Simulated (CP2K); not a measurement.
Consider nitrosomethane at its PBE geometry (Å).

```xyz
6

C    -0.4319    0.0364    0.0330
N     0.9061   -0.6088    0.1096
O     1.8199    0.1235   -0.2414
H    -0.8600   -0.0130    1.0456
H    -1.0586   -0.6046   -0.6052
H    -0.3757    1.0664   -0.3416
```

Method: CP2K XAS_TDP, all-electron GAPW, PBEh(45%), aug-cc-pVTZ, TDA, GW2X-corrected core level, no relativity.

Question: Predict the bright core excitations at the C K edge.

Leading lines: C1 289.56 eV. The leading line of an atom is its first one with 35 % of the strongest within 2.5 eV of its lowest line over the strength cut. Core ionisation energies at this level: C1 292.07 eV.

The first six lines of each atom with a strength over 0.0015:

```csv
atom,energy (eV),states,"strength, one atom",above the computed threshold
C1 (bonded to N and 3 H),289.56,1,0.0172,
,290.43,2,0.0374,
,290.58,1,0.0275,
,291.75,1,0.0063,
,291.93,1,0.0056,
,292.24,1,0.0107,yes
```

Lines are vertical, at one geometry, with no vibrational structure. GW2X ionisation energies and lines can be off by 1 to 2 eV either way, and a good line position may hide errors that cancel. These values hold no scalar relativity, about 0.1 eV for C 1s. Rydberg lines, and the discretised continuum above threshold, depend on the basis and the box.

[Banner, clock and machine lines of the logs are left out without a mark of their own.]

[Logs are printed without paths, hosts, clocks, repeated set-up lines and the standing remarks that a program may print on its own settings, such as how far it seeks lower states.]

[Hosts, paths, dates, database ids (printed as entryN), source tags and the programs' standing remarks are cut or masked in the printed files.]
